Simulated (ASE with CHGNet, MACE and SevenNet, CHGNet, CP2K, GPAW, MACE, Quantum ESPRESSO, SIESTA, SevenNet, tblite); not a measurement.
# Machine-learned potentials runs on GaN(111) slab, H on both faces (54 atoms)

Aim: run GaN(111) slab, H on both faces (54 atoms) in machine-learned potentials and see how near its forces come to a plane-wave reference, and at what cost.

Method: the method is named at each step, in ASE with CHGNet, MACE and SevenNet.

### Step 1. The structure

The cell holds 54 atoms: 18 Ga, 18 N and 18 H. Its edges and angles: a = 9.546 Å, b = 9.546 Å, c = 17.828 Å, α = 90.0°, β = 90.0°, γ = 120.0°. It derives from GaN (zinc-blende). Zinc-blende GaN (a = 4.5 Å), (111) slab of 4 atomic planes, 3 x 3 surface cells, H on the broken bonds of both faces, 12 Å of vacuum; displaced by a Gaussian of 0.02 Å. Then every atom was moved at random, 0.02 Å r.m.s. a Cartesian component (hydrogen 0.6 of that). Regions: slab, 36 atoms (18 Ga and 18 N); hydrogen, 18 atoms (18 H). Vacuum lies along c.

The yardstick, on the same geometry:

| Quantity | Value |
| --- | --- |
| method | Kohn-Sham DFT, PBE, SSSP efficiency 1.3.0 pseudopotentials, plane waves (Quantum ESPRESSO 7.5); sssp-pbe-1.3.0-efficiency, cutoffs 70/560 Ry, Γ point |
| r.m.s. force component | 1.159 eV/Å |
| longest force | 4.334 eV/Å |
| gap (highest filled to lowest empty level) | 1.524 eV |
| time | 27 min on 1 thread of Arm Neoverse V2, shared host |
| CPU time | 27 min |

### Step 2. CHGNet 0.3.0 potential

Method: machine-learned interatomic potential CHGNet 0.3.0, trained on PBE(+U) plane-wave data.

Contents of run.py:

```python
import numpy as np
from ase.io import read
import mlip  # loads the published weights by name

atoms = read("structure.xyz")
atoms.calc = mlip.calc("chgnet-0.3.0")
energy = atoms.get_potential_energy()
forces = atoms.get_forces()
print(f"energy {energy:.6f} eV")
print("forces (eV/A)")
for i, (a, f) in enumerate(zip(atoms, forces)):
    print(f"{i:4d} {a.symbol:2s} {f[0]:10.5f} {f[1]:10.5f} {f[2]:10.5f}")
```

Contents of structure.xyz:

```xyz
54
Lattice="9.54594 0.00000 0.00000 -4.77297 8.26703 0.00000 0.00000 0.00000 17.82760" Properties=species:S:1:pos:R:3 pbc="T T T"
Ga 0.00215 7.33608 7.69386
N 0.00816 5.52494 6.98806
Ga -1.58615 6.46482 10.25354
N 0.03818 7.31814 9.59963
Ga 1.61675 4.56712 7.67193
N 1.58854 2.78053 7.04351
Ga 0.01141 3.73232 10.27993
N 1.55666 4.58506 9.58465
Ga 3.15909 7.35146 7.69831
N 3.17541 5.49766 6.99198
Ga 1.62887 6.44787 10.30364
N 3.19250 7.37411 9.63849
Ga 3.19025 1.87215 7.62451
N -1.55680 8.26166 6.98307
Ga 1.56740 0.85258 10.22752
N 3.26127 1.83958 9.60801
Ga 4.75345 4.60813 7.66373
N 4.75770 2.74036 6.94332
Ga 3.14486 3.66701 10.26549
N 4.78872 4.55282 9.69608
Ga -3.18992 7.36320 7.62219
N -3.18414 5.52089 7.02907
Ga 4.77560 6.42853 10.28617
N -3.22567 7.32624 9.64990
Ga 6.37468 1.80618 7.65909
N 6.38805 0.01190 7.02764
Ga 4.77770 0.94368 10.24659
N 6.34824 1.77477 9.63314
Ga -1.56324 4.64128 7.67567
N -1.49451 2.78797 7.00250
Ga 6.40638 3.68726 10.25283
N -1.61107 4.59019 9.62263
Ga -0.03995 1.78940 7.69724
N 9.50103 0.00868 7.04262
Ga 7.93941 0.91706 10.21397
N -0.04181 1.85512 9.60925
H -0.03632 5.51684 6.02965
H -1.60186 6.41001 11.81845
H 1.60811 2.72068 5.99756
H -0.01919 3.68114 11.82326
H 3.19966 5.54048 5.99507
H 1.57274 6.47201 11.86052
H 3.18142 0.00504 6.00113
H 1.57088 0.91285 11.79100
H 4.79058 2.76077 6.00006
H 3.20829 3.65320 11.82772
H 6.33960 5.50295 6.01824
H 4.75560 6.43043 11.81292
H 1.55432 8.25934 5.98152
H 4.74734 0.90598 11.82861
H 7.96470 2.73201 6.00166
H 6.39177 3.72330 11.83111
H 9.50714 0.01149 5.93784
H 7.95096 0.89375 11.81560
```

Run with:

```bash
$ OMP_NUM_THREADS=1 python run.py > output.txt
```

The program printed:

```text
CHGNet v0.3.0 initialized with 412,525 parameters
CHGNet will run on cpu
energy -281.977478 eV
forces (eV/A)
   0 Ga    0.17720    0.10646    0.03113
   1 N     0.33770   -0.02569    3.23301
   2 Ga    0.09915   -0.16538    1.04274
   3 N    -0.23883    0.18879   -0.63056
   4 Ga   -0.40936    0.45735    0.09517
   5 N    -0.15731   -0.75189   -0.85449
   6 Ga   -0.25635   -0.36891    0.60736
   7 N     0.44794    0.33107   -0.63381
   8 Ga    0.13292   -0.33311    0.23474
   9 N     0.08924    0.30953    1.29630
  10 Ga   -0.09374   -0.18023    0.77328
  11 N    -0.03655   -0.50067   -1.05013
  12 Ga   -0.03401   -0.42177    0.71957
  13 N    -0.35760    0.12798    2.14758
  14 Ga    0.17929    0.78652    1.08387
  15 N    -1.04077   -0.04524   -1.24716
  16 Ga    0.23541   -0.40524    0.78352
  17 N     0.43440    0.27453    4.27937
  18 Ga    0.08138   -0.05082    0.99944
  19 N    -0.28314    0.30254   -1.69157
  20 Ga    0.07839    0.12548    0.75584
  21 N    -0.12455   -0.05754    0.59402
  22 Ga   -0.23369   -0.30747    0.57175
  23 N     0.46205   -0.07105   -1.72492
[...]
46 H     0.04261   -0.02082   -0.85816
  47 H    -0.04504   -0.00148    0.36440
  48 H     0.14264    0.02071    0.48344
  49 H     0.01513   -0.06104   -0.39648
  50 H     0.08346    0.06427   -0.99193
  51 H    -0.00319   -0.07164   -0.32670
  52 H    -0.05907    0.01672    1.79360
  53 H     0.01107   -0.00051   -0.56478
```

Elapsed: 3 s, on 1 thread of Arm Neoverse V2, shared host; peak memory 0.71 GiB.

Banners, paths, timers and routine set-up lines are dropped from the logs unmarked, and long logs keep their key lines alone; longer cuts are marked.

Against the reference:

* r.m.s. force component: 0.8683 eV/Å
* r.m.s. difference of force components: 489.3 meV/Å
* longest difference of force vectors: 1569 meV/Å
* force difference over r.m.s. force: 42.21 %
* slope of forces against the reference's: 0.6915
* correlation of force components: 0.9231

Length of the force difference by element (eV/Å):

| element | atoms | mean | most |
| --- | --- | --- | --- |
| Ga | 18 | 0.93 | 1.3 |
| H | 18 | 0.16 | 0.48 |
| N | 18 | 1.0 | 1.6 |

Local excerpt of 14 atoms (numbers count through the whole input) about Ga31, picked at random; x, y, z are measured from there.

| atom | x | y | z | distance (Å) | bonds | Fx | Fy | Fz (eV/Å) |
| --- | --- | --- | --- | --- | --- | --- | --- | --- |
| Ga31 | 0.00 | 0.00 | 0.00 | 0.00 | 4 | -0.22 | -0.47 | 1.31 |
| H52 | -0.01 | 0.04 | 1.58 | 1.58 | 1 | 0.00 | -0.07 | -0.33 |
| N32 | 1.53 | 0.90 | -0.63 | 1.88 | 4 | 0.38 | 0.35 | -1.09 |
| N20 | -1.62 | 0.87 | -0.56 | 1.92 | 4 | -0.28 | 0.30 | -1.69 |
| N28 | -0.06 | -1.91 | -0.62 | 2.01 | 4 | 0.19 | 0.76 | -1.45 |
| Ga7 | 3.15 | 0.05 | 0.03 | 3.15 | 4 | -0.26 | -0.37 | 0.61 |
| Ga35 | 1.53 | -2.77 | -0.04 | 3.17 | 4 | 0.16 | 0.17 | 1.83 |
| Ga29 | 1.58 | 0.95 | -2.58 | 3.17 | 4 | -0.13 | -0.47 | 0.29 |
| Ga3 | 1.55 | 2.78 | 0.00 | 3.18 | 4 | 0.10 | -0.17 | 1.04 |
| Ga23 | -1.63 | 2.74 | 0.03 | 3.19 | 4 | -0.23 | -0.31 | 0.57 |
| Ga27 | -1.63 | -2.74 | -0.01 | 3.19 | 4 | -0.01 | -0.54 | 1.51 |
| Ga25 | -0.03 | -1.88 | -2.59 | 3.20 | 4 | 0.14 | 0.83 | 0.38 |
| Ga17 | -1.65 | 0.92 | -2.59 | 3.21 | 4 | 0.24 | -0.41 | 0.78 |
| Ga19 | -3.26 | -0.02 | 0.01 | 3.26 | 4 | 0.08 | -0.05 | 1.00 |

Atoms are counted from 1 here, from 0 in the log.

Forces lie 42 % from the reference's, at 0.0018 times its CPU time.

### Step 3. MACE MPA-0 medium potential

Method: machine-learned interatomic potential MACE MPA-0 medium, trained on PBE(+U) plane-wave data.

Edit run.py of step 2 so:

```diff
@@ -5,3 +5,3 @@
 atoms = read("structure.xyz")
-atoms.calc = mlip.calc("chgnet-0.3.0")
+atoms.calc = mlip.calc("mace-mpa-0-medium")
 energy = atoms.get_potential_energy()
```

structure.xyz is that of step 2.

The program printed:

```text
energy -277.505265 eV
forces (eV/A)
   0 Ga    0.21870    0.06089    0.22679
   1 N     0.40710    0.02348    3.12361
   2 Ga    0.00235   -0.33788    1.66026
   3 N    -0.33893    0.32575   -1.24114
   4 Ga   -0.59963    0.55884    0.31530
   5 N    -0.16909   -0.94141   -0.97471
   6 Ga   -0.42087   -0.66271    1.30758
   7 N     0.67537    0.47367   -1.15875
   8 Ga    0.06411   -0.48574    0.52822
   9 N     0.06086    0.43058    1.24382
  10 Ga   -0.24049   -0.25110    1.27217
  11 N     0.00387   -0.72367   -1.93315
  12 Ga   -0.02704   -0.49761    1.05306
  13 N    -0.45690    0.17714    1.95076
  14 Ga    0.22215    1.12512    1.69744
  15 N    -1.42128   -0.07761   -2.01943
  16 Ga    0.27363   -0.50748    1.02662
  17 N     0.54363    0.30685    4.25589
  18 Ga    0.28460   -0.14383    1.66543
  19 N    -0.41508    0.49842   -2.61990
  20 Ga    0.12771    0.11589    1.09035
  21 N    -0.09699   -0.04874    0.35492
  22 Ga   -0.27425   -0.36537    1.36842
  23 N     0.61292   -0.06155   -2.57107
[...]
46 H     0.04500   -0.03463   -0.69393
  47 H    -0.01499    0.01937    0.07099
  48 H     0.14782   -0.01515    0.60211
  49 H     0.00950   -0.02775   -0.57219
  50 H     0.06382    0.08414   -0.85838
  51 H     0.05476   -0.10654   -0.50389
  52 H    -0.05177   -0.00237    1.97566
  53 H     0.01599    0.03761   -0.70267
```

Elapsed: 6.5 s, on 1 thread; peak memory 0.81 GiB.

Numbers from this run, and their distance from the reference:

| Item | Value |
| --- | --- |
| r.m.s. force component | 1.023 eV/Å |
| r.m.s. difference of force components | 286.4 meV/Å |
| longest difference of force vectors | 966.9 meV/Å |
| force difference over r.m.s. force | 24.7 % |
| slope of forces against the reference's | 0.8586 |
| correlation of force components | 0.9733 |

Against the first run (42 %), the force difference from the reference is 25 %, at 2.1 times the CPU time.

### Step 4. SevenNet l3i5 potential

Method: machine-learned interatomic potential SevenNet l3i5, trained on PBE(+U) plane-wave data.

Edit run.py of step 3 so:

```diff
@@ -5,3 +5,3 @@
 atoms = read("structure.xyz")
-atoms.calc = mlip.calc("mace-mpa-0-medium")
+atoms.calc = mlip.calc("7net-l3i5")
 energy = atoms.get_potential_energy()
```

structure.xyz is that of step 3.

The program printed:

```text
energy -275.890167 eV
forces (eV/A)
   0 Ga    0.20138    0.11121    0.37618
   1 N     0.41519   -0.04288    2.53217
   2 Ga   -0.00218   -0.35566    1.46024
   3 N    -0.39381    0.38455   -0.80577
   4 Ga   -0.52942    0.58114    0.44784
   5 N    -0.23113   -0.88397   -1.59000
   6 Ga   -0.49045   -0.72013    1.06545
   7 N     0.72029    0.47153   -0.71748
   8 Ga    0.11989   -0.48652    0.71386
   9 N     0.02725    0.42672    0.67406
  10 Ga   -0.25905   -0.25576    1.05820
  11 N     0.03288   -0.76953   -1.54800
  12 Ga    0.04011   -0.53717    1.37782
  13 N    -0.40290    0.19636    1.43390
  14 Ga    0.25109    1.24575    1.48141
  15 N    -1.55240   -0.10344   -1.80259
  16 Ga    0.32269   -0.57337    1.43669
  17 N     0.59058    0.31465    3.71458
  18 Ga    0.36437   -0.13144    1.41058
  19 N    -0.46195    0.54883   -2.46006
  20 Ga    0.12144    0.08770    1.42940
  21 N    -0.07742   -0.10729   -0.22238
  22 Ga   -0.31368   -0.46725    1.11294
  23 N     0.70515   -0.06596   -2.40523
[...]
46 H     0.04686   -0.02922   -0.75044
  47 H    -0.03961    0.02296    0.37487
  48 H     0.15240    0.00515    0.60221
  49 H     0.02902   -0.04497   -0.33074
  50 H     0.08491    0.07294   -0.91426
  51 H     0.07502   -0.11317   -0.24736
  52 H    -0.07195    0.02025    2.07116
  53 H    -0.01276    0.02919   -0.49894
```

Wall time 8.2 s (1 thread); peak memory 1.1 GiB.

Against the reference:

| Property | Result |
| --- | --- |
| r.m.s. force component | 0.9844 eV/Å |
| r.m.s. difference of force components | 240.6 meV/Å |
| longest difference of force vectors | 859.6 meV/Å |
| force difference over r.m.s. force | 20.75 % |
| slope of forces against the reference's | 0.8391 |
| correlation of force components | 0.988 |

Against the first run (42 %), the force difference from the reference is 21 %, at 2.6 times the CPU time.

### Step 5. The ladder

Differences are against the plane-wave reference, forces as r.m.s. over components; share is that over the reference's r.m.s. force, slope the least-squares factor from reference forces to these. Total energies of different programs have different zeros and aren't compared.

| run | Δ force, r.m.s. (meV/Å) | share (%) | slope | cores | CPU time | memory (GiB) |
| --- | --- | --- | --- | --- | --- | --- |
| reference | - | - | - | 1 | 27 min | 4.7 |
| CHGNet 0.3.0 potential | 489 | 42.2 | 0.692 | 1 | 3 s | 0.71 |
| MACE MPA-0 medium potential | 286 | 24.7 | 0.859 | 1 | 6.3 s | 0.81 |
| SevenNet l3i5 potential | 241 | 20.8 | 0.839 | 1 | 7.8 s | 1.1 |

Times of the machine-learned potentials are mostly Python's start and the loading of weights.

CPU time is summed over cores on a shared host, where runs went side by side, so it is rough. Symmetry, cutoffs, thresholds, outputs and thread counts weren't matched or tuned between programs; memory under MPI is the largest rank's times the ranks.

### Step 6. What came out

| Item | Value |
| --- | --- |
| nearest in forces | SevenNet l3i5 potential, 21 % |
| its CPU time | 7.8 s |

**Reading.** Machine-learned potentials differ by 21 % (SevenNet l3i5 potential) to 42 % (CHGNet 0.3.0 potential); they were trained on other programs' data. Among those trained on PBE data the slope goes as low as 0.69, which softening far from their training structures can give, though the reference's k-sampling is untested too. Machine-learned potentials mimic data converged in k, so the reference's own k-point error enters their differences. Caps of real hydrogen don't mimic the fractional bonds of a polar compound, so surface states and strained caps may belong to the model. The electronic-structure runs sample only Γ, in a cell whose shortest periodic width is 8 Å.

[Also dropped from logs without a mark: logging warnings of Python, and SIESTA's first energy breakdown and zero terms.]

[Logs are printed without paths, hosts, clocks, repeated set-up lines and the standing remarks that a program may print on its own settings, such as how far it seeks lower states.]

[Hosts, paths, dates, database ids (printed as entryN), source tags and the programs' standing remarks are cut or masked in the printed files.]
